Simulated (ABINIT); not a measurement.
# CdAgH3 (Pm-3m): zone-centre phonons

Which modes does CdAgH3 (Pm-3m) have at the zone centre?

Program: ABINIT 10.8.3. Level of theory: DFT PBE, scalar-relativistic, plane waves, PseudoDojo norm-conserving pseudopotentials. Results are calculated unless marked as measured.

This is a report of a sequence of runs, with most program output left out.

The structure was built from a prototype and need not be the compound's stable phase.

In doubt: a PseudoDojo file used here is known to give poor structures and forces, so the values of those runs are not to be relied on.

## (1) The starting structure

Symmetry: Pm-3m, No. 221, cubic system. Conventional cell: a = 4.508 Å, b = 4.508 Å, c = 4.508 Å, α = 90.00°, β = 90.00°, γ = 90.00°. Nearest to Ag lie 12 H at 3.19 Å. Nearest to Cd lie 6 H at 2.25 Å. Nearest to H lie 2 Cd at 2.25 Å. Farther neighbours are not listed.

## (2) A probe with smearing

A first run with smearing and empty bands tells whether the crystal has a gap, which decides between fixed occupations and smearing later on.

Contents of probe.abi:

```
# ground state
tolvrs 1.0d-08
prtden 1
prtwf 1

# basis, mesh and filling
ecut 47.0
ngkpt 4 4 4
nshiftk 1
shiftk 0.0 0.0 0.0
istwfk *1
occopt 7
tsmear 0.005
nband 30
nstep 100
diemac 9.0
prtebands 0
prtgsr 0
useylm 1

# cell and atoms
acell 3*1.0 Angstrom
rprim 
    4.508 0.0 0.0
    0.0 4.508 0.0
    0.0 0.0 4.508
ntypat 3
znucl 47 48 1
natom 5
typat 1 2 3 3 3
xred 
    0.0 0.0 0.0
    0.5 0.5 0.5
    0.5 0.5 0.0
    0.5 0.0 0.5
    0.0 0.5 0.5
pp_dirpath "./pseudo"
pseudos "Ag.upf, Cd.upf, H.upf"
```

Run with:

```console
> OMP_NUM_THREADS=1 mpirun -n 4 abinit probe.abi > probe.log
```

Elapsed: 43 s, on 4 MPI ranks of Arm Neoverse V1, shared host.

Read from the output:

* volume per atom: 18.32 Å³
* pressure: -8.639 GPa
* gap on the k-mesh: 0 eV

No gap opens on this mesh, so smearing is kept; the printed pressure holds the stress of the finite basis too.

## (3) Rough relaxation

The typed start is rough, so a first relaxation with smearing and loose thresholds takes it towards rest cheaply.

Contents of prerelax.abi:

```
# relaxation
ionmov 2
optcell 2
dilatmx 1.15
chkdilatmx 0
ntime 40
tolmxf 3.0d-04
tolvrs 1.0d-10
prtwf 0
prtden 0
chksymtnons 0

# basis, mesh and filling
ecut 46.0
ecutsm 3.0
ngkpt 4 4 4
nshiftk 1
shiftk 0.0 0.0 0.0
istwfk *1
occopt 7
tsmear 0.005
nband 30
nstep 100
diemac 1000000.0
prtebands 0
prtgsr 0
useylm 1

# cell and atoms
acell 3*1.0 Angstrom
rprim 
    4.508 0.0 0.0
    0.0 4.508 0.0
    0.0 0.0 4.508
ntypat 3
znucl 47 48 1
natom 5
typat 1 2 3 3 3
xred 
    0.0 0.0 0.0
    0.5 0.5 0.5
    0.5 0.5 0.0
    0.5 0.0 0.5
    0.0 0.5 0.5
pp_dirpath "./pseudo"
pseudos "Ag.upf, Cd.upf, H.upf"
```

Run with:

```console
> OMP_NUM_THREADS=1 mpirun -n 4 abinit prerelax.abi > prerelax.log
```

Elapsed: 7.1 min, on 4 MPI ranks; 28 min of CPU time.

The steps of the relaxation:

```
step  energy less that of the first step (eV)  largest force (eV/Å)  volume (Å³)
   1                                   0.0000                0.0000        91.61
   2                                  -0.1233                0.0000        89.26
   3                                   1.5229                0.0000        38.95
   4                                  -0.8216                0.0000        74.86
   5                                  -1.0843                0.0000        67.52
   6                                  -1.1787                0.0000        57.53
   7                                  -1.1979                0.0000        60.66
   8                                  -1.1985                0.0000        60.20
```

```
     cell as run  before  after   change
           a (Å)   4.508  3.919  -13.1 %
           b (Å)   4.508  3.919  -13.1 %
           c (Å)   4.508  3.919  -13.1 %
volume (Å³/atom)   18.32  12.04  -34.3 %
```

Final coordinates:

```cif
data_structure
_symmetry_space_group_name_H-M 'P 1'
_symmetry_Int_Tables_number 1
_cell_length_a 3.9191
_cell_length_b 3.9191
_cell_length_c 3.9191
_cell_angle_alpha 90.000
_cell_angle_beta 90.000
_cell_angle_gamma 90.000
_cell_volume 60.20
loop_
_atom_site_label
_atom_site_type_symbol
_atom_site_fract_x
_atom_site_fract_y
_atom_site_fract_z
_atom_site_occupancy
Ag1 Ag 0.00000 0.00000 0.00000 1
Cd2 Cd 0.50000 0.50000 0.50000 1
H3 H 0.50000 0.50000 0.00000 1
H4 H 0.50000 0.00000 0.50000 1
H5 H 0.00000 0.50000 0.50000 1
```

Read from the output:

```
volume per atom : 12.04 Å³
pressure        : -0.02553 GPa
```

The volume changes by -34.3 % in this run and stands -34.3 % from the first cell.

## (4) Rough relaxation

The cell changed much, so the rough relaxation is repeated on a basis made for the new cell.

prerelax.abi: that of step 3 with these lines changed.

```diff
@@ -31,5 +31,5 @@
 rprim 
-    4.508 0.0 0.0
-    0.0 4.508 0.0
-    0.0 0.0 4.508
+    3.919125231 0.0 0.0
+    0.0 3.919125231 0.0
+    0.0 0.0 3.919125231
 ntypat 3
```

Wall time 42 s (4 MPI ranks).

Little changed from the start: no atom moved by 0.005 Å and no cell edge by 0.1 %.

This step gave:

```yaml
pressure: -0.02546 GPa
```

The volume changes by +0.0 % in this run and stands -34.3 % from the first cell.

## (5) Relaxation

The harmonic expansion needs vanishing forces, and a free crystal bears no stress, so cell and atoms are brought to rest. Stress is more sensitive to the basis than forces are: the last 3 Ha under the cutoff are smoothed with ecutsm, and the cutoff is raised above that of the later runs.

Contents of relax.abi:

```
# relaxation
ionmov 2
optcell 2
dilatmx 1.08
ntime 40
tolmxf 1.0d-05
tolvrs 1.0d-14
prtwf 0
prtden 0
chksymtnons 0

# basis, mesh and filling
ecut 57.0
ecutsm 3.0
ngkpt 6 6 6
nshiftk 1
shiftk 0.0 0.0 0.0
istwfk *1
occopt 6
tsmear 0.01
nband 30
nstep 100
diemac 1000000.0
prtebands 0
prtgsr 0
useylm 1

# cell and atoms
acell 3*1.0 Angstrom
rprim 
    3.919125234 0.0 0.0
    0.0 3.919125234 0.0
    0.0 0.0 3.919125234
ntypat 3
znucl 47 48 1
natom 5
typat 1 2 3 3 3
xred 
    0.0 0.0 0.0
    0.5 0.5 0.5
    0.5 0.5 0.0
    0.5 0.0 0.5
    0.0 0.5 0.5
pp_dirpath "./pseudo"
pseudos "Ag.upf, Cd.upf, H.upf"
```

Run with:

```console
> OMP_NUM_THREADS=1 mpirun -n 4 abinit relax.abi > relax.log
```

It took 4.7 min on 4 MPI ranks.

The steps of the relaxation:

```
step  energy less that of the first step (eV)  largest force (eV/Å)  volume (Å³)
   1                                   0.0000                0.0000        60.20
   2                                  -0.0004                0.0000        60.31
   3                                  -0.0013                0.0000        60.89
   4                                  -0.0013                0.0000        60.90
```

```
conventional cell, symmetrised  before  after  change
                         a (Å)   3.919  3.934  +0.4 %
                         b (Å)   3.919  3.934  +0.4 %
                         c (Å)   3.919  3.934  +0.4 %
              volume (Å³/atom)   12.04  12.18  +1.2 %
```

Final coordinates:

```xyz
5
Lattice="3.9344 0.0000 0.0000 0.0000 3.9344 0.0000 0.0000 0.0000 3.9344" Properties=species:S:1:pos:R:3 pbc="T T T"
Ag    0.0000    0.0000    0.0000
Cd    1.9672    1.9672    1.9672
H     1.9672    1.9672    0.0000
H     1.9672    0.0000    1.9672
H     0.0000    1.9672    1.9672
```

Read from the output:

```
volume per atom : 12.18 Å³
pressure        : 1.25e-4 GPa
```

The volume changes by +1.2 % in this run and stands -33.5 % from the first cell.

## (6) Self-consistent run for the response

First-order wavefunctions inherit every error of the ground state, hence the very tight tolvrs. Smearing stays on, as the first look found no gap above 0.3 eV.

Contents of gs.abi:

```
# ground state
tolvrs 1.0d-16
prtden 1
prtwf 1

# basis, mesh and filling
ecut 47.0
ngkpt 6 6 6
nshiftk 1
shiftk 0.0 0.0 0.0
istwfk *1
occopt 6
tsmear 0.01
nband 30
nstep 100
diemac 1000000.0
prtebands 0
prtgsr 0
useylm 1

# cell and atoms
acell 3*1.0 Angstrom
rprim 
    3.934411937 0.0 0.0
    0.0 3.934411937 0.0
    0.0 0.0 3.934411937
ntypat 3
znucl 47 48 1
natom 5
typat 1 2 3 3 3
xred 
    0.0 0.0 0.0
    0.5 0.5 0.5
    0.5 0.5 0.0
    0.5 0.0 0.5
    0.0 0.5 0.5
pp_dirpath "./pseudo"
pseudos "Ag.upf, Cd.upf, H.upf"
```

Run with:

```console
> OMP_NUM_THREADS=1 mpirun -n 4 abinit gs.abi > gs.log
```

Wall time 47 s (4 MPI ranks); 3.2 min of CPU time.

Read from the output:

| Quantity | Value |
| --- | --- |
| pressure | -0.2870 GPa |

The cell stands at -0.29 GPa: the relaxation ran with a smoothed and higher cutoff, and the difference is a stress of the finite basis.

## (7) Linear response at Γ

At q = 0 one unit cell holds all displacements. The response is solved for single atoms along the cell's directions, and symmetry skips those that follow from others. The crystal is treated as a metal, which screens a static field, so no field response is asked.

Contents of dfpt_gamma.abi:

```

# common to the responses
getwfk_filepath "gso_WFK"
kptopt 2
nqpt 1
qpt 0.0 0.0 0.0
asr 0
chneut 0

# displacements
rfphon 1
rfatpol 1 5
rfdir 1 1 1
tolvrs 1.0d-10
prtwf 0

# basis, mesh and filling
ecut 47.0
ngkpt 6 6 6
nshiftk 1
shiftk 0.0 0.0 0.0
istwfk *1
occopt 6
tsmear 0.01
nband 30
nstep 100
diemac 1000000.0
prtebands 0
prtgsr 0
useylm 1

# cell and atoms
acell 3*1.0 Angstrom
rprim 
    3.934411937 0.0 0.0
    0.0 3.934411937 0.0
    0.0 0.0 3.934411937
ntypat 3
znucl 47 48 1
natom 5
typat 1 2 3 3 3
xred 
    0.0 0.0 0.0
    0.5 0.5 0.5
    0.5 0.5 0.0
    0.5 0.0 0.5
    0.0 0.5 0.5
pp_dirpath "./pseudo"
pseudos "Ag.upf, Cd.upf, H.upf"
```

Run with:

```console
> OMP_NUM_THREADS=1 mpirun -n 4 abinit dfpt_gamma.abi > dfpt_gamma.log
```

Run time: 5.6 min. Hardware: 4 MPI ranks.

This step gave:

- largest acoustic frequency at the zone centre before the sum rule: -3.64 cm⁻¹
- highest optical zone-centre mode (no LO-TO term): 1184 cm⁻¹
- lowest optical zone-centre mode: -318.1 cm⁻¹

The acoustic modes at Γ come out as far as 3.6 cm⁻¹ from zero, where they should vanish, a small numerical error. The lowest optical mode is imaginary, 318i cm⁻¹, an instability at this level and on this k mesh.

## (8) Zone-centre analysis

anaddb reads the merged derivatives and imposes the acoustic sum rule.

Contents of anaddb.abi:

```
ddb_filepath "gamma_DDB"
output_file "anaddb.abo"
outdata_prefix "anaddb"
asr 1
chneut 1
enunit 2
eivec 1
nph1l 1
qph1l 0.0 0.0 0.0 1.0
```

Contents of mrgddb.in:

```
gamma_DDB
merged
2
dfpt_gammao_DDB
gso_DDB
```

Run with:

```console
> mrgddb < mrgddb.in > mrgddb.log
> OMP_NUM_THREADS=1 anaddb anaddb.abi > anaddb.log
```

Wall time 0.51 s (1 thread).

Numbers from this step:

```
lowest optical zone-centre mode : -318.6 cm⁻¹
```

No LO-TO term; unit eigenvectors of the mass-weighted matrix, from anaddb's displacements. The modes at Γ (shares of kinetic energy by element, %) (negative means imaginary):

```
mode  frequency (cm⁻¹)  symmetry  Ag %  Cd %  H %
   1            -318.6       T1u     5     1   94
   2            -318.6       T1u     5     1   94
   3            -318.6       T1u     5     1   94
   4            -278.5       T2u     0     0  100
   5            -278.5       T2u     0     0  100
   6            -278.5       T2u     0     0  100
   7               0.0  acoustic    48    50    1
   8               0.0  acoustic    48    50    1
   9               0.0  acoustic    48    50    1
  10              66.4       T1u    46    49    5
  11              66.4       T1u    46    49    5
  12              66.4       T1u    46    49    5
  13            1183.8       T1u     0     0  100
  14            1183.8       T1u     0     0  100
  15            1183.8       T1u     0     0  100
```

Displacements in mode 1 (-318.6 cm⁻¹), the largest set to 1:
```
Ag1  0.00  0.00 -0.03
Cd2  0.00  0.00  0.01
H3   0.00  0.00  0.49
H4   0.00  0.00  1.00
H5   0.00  0.00  1.00
```

Displacements in mode 13 (1183.8 cm⁻¹), the largest set to 1:
```
Ag1  0.00  0.00  0.00
Cd2  0.00  0.00 -0.01
H3   0.00  0.00  1.00
H4   0.00  0.00 -0.24
H5   0.00  0.00 -0.24
```

The rule also moves an optical mode by 0.7 cm⁻¹.

## (9) Summary of results

```yaml
space_group_after_relaxation: Pm-3m
volume_per_atom: 12.2 Å³
highest_optical_zone_centre_mode_no_lo_to_term: 1184 cm⁻¹
lowest_optical_zone_centre_mode: -318.6 cm⁻¹
imaginary_optical_modes_at_the_zone_centre_no_q_mesh_in_this_session: yes
```

At the PBE level the optical modes of CdAgH3 (Pm-3m) at the zone centre run from 319i to 1184 cm⁻¹, so the structure is a saddle point, with 6 modes beyond 10i cm⁻¹ there. These are harmonic frequencies at zero temperature: anharmonic shifts and linewidths and thermal expansion are left out. In a metal the frequencies hang on the k mesh and the smearing, most of all near Kohn anomalies. The structure is a hypothetical one, built on a prototype.

[Host names and launcher messages were left out of these logs when they were recorded.]

[Logs are printed without paths, hosts, clocks, repeated set-up lines and the standing remarks that a program may print on its own settings, such as how far it seeks lower states.]

[Hosts, paths, dates, database ids (printed as entryN), source tags and the programs' standing remarks are cut or masked in the printed files.]
